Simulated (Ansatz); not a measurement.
# A failed many-body run on KCl (Sylvite)

What is wrong with this input for KCl (Sylvite)?

Main program and level: Ansatz 0.2.0; G0W0 on PBE, plane waves, PAW.

## (1) The starting structure

The structure is cubic, space group Fm-3m (No. 225). The conventional cell has a = 6.293 Å, b = 6.293 Å, c = 6.293 Å, α = 90.00°, β = 90.00°, γ = 90.00°. Nearest to K lie 6 Cl at 3.15 Å. Nearest to Cl lie 6 K at 3.15 Å. Farther neighbours and most contacts between anions are not listed.

The cell and positions come from the Crystallography Open Database and are kept as given unless a step says otherwise. The default PAW set here is soft_2. Its files were made with PBE.

## (2) First try

input.yaml

```yaml
crystal:
  lattice:
    - [0.0, 3.14647, 3.14647]
    - [3.14647, 0.0, 3.14647]
    - [3.14647, 3.14647, 0.0]
  atoms:
    - { symbol: K, position: [0.0, 0.0, 0.0] }
    - { symbol: Cl, position: [0.5, 0.5, 0.5] }
kpoints:
  mp_grid: { grid: [4, 4, 4] }
hamiltonian:
  xc: pbe
scf:
  occupations: { method: fixed }
gw:
  n_empty_bands: 65
  ecut_chi: 60
  qp_bands: [v2, c2]
  qp_kpoints: band_edges
  screening: { model: contour_deformation }
  plasmon_pole_fit_frequency: 20
```

The run is started by

```bash
ansatz run input.yaml --threads 3 --pin off --max-ram 92160MiB --backend cpu --events-out ev --progress --plain --runs-dir out
```

Numbers of over 12 decimals in the logs are rounded to 6 here.

The program printed:

```text
Error: inconsistent input (gw.plasmon_pole_fit_frequency, gw.screening.model): the fit frequency is the Godby–Needs plasmon-pole model's, and contour deformation fits no pole — remove gw.plasmon_pole_fit_frequency, or set gw.screening.model: godby_needs
```

Wall time 0.04 s (3 threads of AMD EPYC 7R13 (Zen 3), shared host); peak memory 0.038 GiB.

Q: What is the fault?

The program refused the input before any cycle.

The program's message: “Error: inconsistent input (gw.plasmon_pole_fit_frequency, gw.screening.model): the fit frequency is the Godby–Needs plasmon-pole model's, and contour deformation fits no pole — remove gw.plasmon_pole_ …”

The fault: fit frequency beside contour deformation. Contour deformation fits no pole, so the key has no meaning there.

## (3) A better input

Now the one-shot GW correction: screening in the RPA, then the self-energy of the levels asked for.

input.yaml, as its differences from that of step 2:

```diff
@@ -15,4 +15,4 @@
 gw:
-  n_empty_bands: 65
-  ecut_chi: 60
+  n_empty_bands: 259
+  ecut_chi: 150
   qp_bands: [v2, c2]
@@ -20,2 +20 @@
   screening: { model: contour_deformation }
-  plasmon_pole_fit_frequency: 20
```

The run is started by

```bash
ansatz run input.yaml --threads 3 --pin off --max-ram 92160MiB --backend cuda --events-out ev --progress --plain --runs-dir out --devices 1 --max-vram 13GiB
```

The program printed:

```text
GPUs: using 1 of 1 available (devices: 1).
[...]
device memory: the entry about to start is reckoned to put 0.8 GiB on a device that reports 50.1 GiB free (of which the cap on the GPU budget leaves the run 13.0 GiB)
GPU FFT provider: cuFFT
GPU libraries: cuBLAS 13.8.2, cuFFT 12.4.0, cuSOLVER 12.3.4
Crystal: 2 atoms, lattice volume = 62.302 Å³
Basis set: ecut = 420 eV, 1243 PW (Γ)
Bands: 12, of which v1, the nominal top of the filled ones, is band 8 counted from 1 (7 counted from 0)
Symmetry: 48 space group operations
[...]
k-points: 8 of 64
[...]
GPU buffer pool allocated for 27000 grid points (all kernels)
GPU transforms: local potential and band sums: pruned to the plane-wave sphere, on 30×30×30
[...]
SCF iter   1: F=—  HF=-2621.220130 eV  |F-HF|=—  |Δ(HF+E_count)|=         —  Δρ=2.11e-4  dr2=1.54e-5  ethr=1.77e-3  ⟨swp⟩=4.4  Hψ=520  notcnv=0  defer=12
[...]
0     7      0.8537   -20.8086     2.3638   -16.3627  0.7998    -1.2826    -1.2284  root
     0     8      0.8537   -20.8086     2.3638   -16.3627  0.7998    -1.2826    -1.2284  root
     0     9      6.0426    -4.2173    -3.0337    -7.9235  0.8679     6.7182     6.7151  root
     0    10      9.2168    -4.2390    -3.3929    -9.1828  0.8601    10.7891    10.7676  root
     1     7      0.6853   -20.4939     2.3848   -16.0092  0.7993    -1.4714    -1.4145  root
     1     8      0.6853   -20.4939     2.3848   -16.0092  0.7993    -1.4714    -1.4145  root
     1     9      7.2988    -4.8886    -3.1070    -8.7549  0.8604     8.0625     8.0581  root
     1    10      9.0094    -4.2258    -3.3019    -8.8044  0.8575    10.3010    10.2861  root
[...]
7     7      0.3817   -20.1252     2.4346   -15.5257  0.8000    -1.8467    -1.7833  root
     7     8      0.3817   -20.1252     2.4346   -15.5257  0.8000    -1.8467    -1.7833  root
     7     9      8.8818    -4.2775    -3.2537    -8.6986  0.8564    10.0617    10.0492  root
     7    10      8.8818    -4.2775    -3.2537    -8.6986  0.8564    10.0617    10.0492  root
[key lines of the parts left out:]
SCF converged after 6 iterations
Free energy (F): -2621.219872 eV
Fermi energy:    0.853681 eV
```

Elapsed: 12 s, on 1 × NVIDIA H100 80GB HBM3 (shared by 6 runs) with 3 threads; peak memory 1.1 GiB.

This step gave:

| Property | Result |
| --- | --- |
| bands summed | 267 |
| RPA ε∞ on this mesh (eigenvalues) | 2.173, 2.173, 2.173 |
| plane waves in the screening matrix | 259 |
| q-points in the mesh | 64 |
| G0W0 gap on the mesh | 7.943 eV |
| k of the valence top | 0, 0, 0 |
| k of the conduction bottom | 0, 0, 0 |
| starting gap on the mesh | 5.189 eV |
| Z at the valence top | 0.7998 |
| Z at the conduction bottom | 0.8679 |
| least direct G0W0 gap on the computed points | 7.943 eV |

The gap on the mesh goes from 5.19 eV to 7.94 eV, a correction of +2.75 eV. Between the two edge states, bare exchange in place of the xc potential would open the gap by 8.15 eV, and correlation takes back 5.40 eV.

## (4) Summary of results

- first try: refused after 0.04 s
- better run: G0W0 gap on the mesh 7.94 eV (4×4×4 mesh, 259 empty bands, screening to 150 eV)

What this shows: The second run differs in: empty bands, screening cutoff (eV) and plasmon pole fit frequency. Bands and cutoff are finite, so the gap is not at the basis limit. The miss can reach some tenths of an eV and take either sign; the mesh is an error of its own.

[Paths, hosts, dates, memory and timing lines, banners, echoed tables and standing remarks are left out of the program output.]

[Logs are printed without paths, hosts, clocks, repeated set-up lines and the standing remarks that a program may print on its own settings, such as how far it seeks lower states.]

[Runs of the session that timed out or met a known fault of the program may be left out.]

[Cells called generated may have been cut or substituted from an entry of the Crystallography Open Database or the Materials Project.]

[Hosts, paths, dates, database ids (printed as entryN), source tags and the programs' standing remarks are cut or masked in the printed files.]
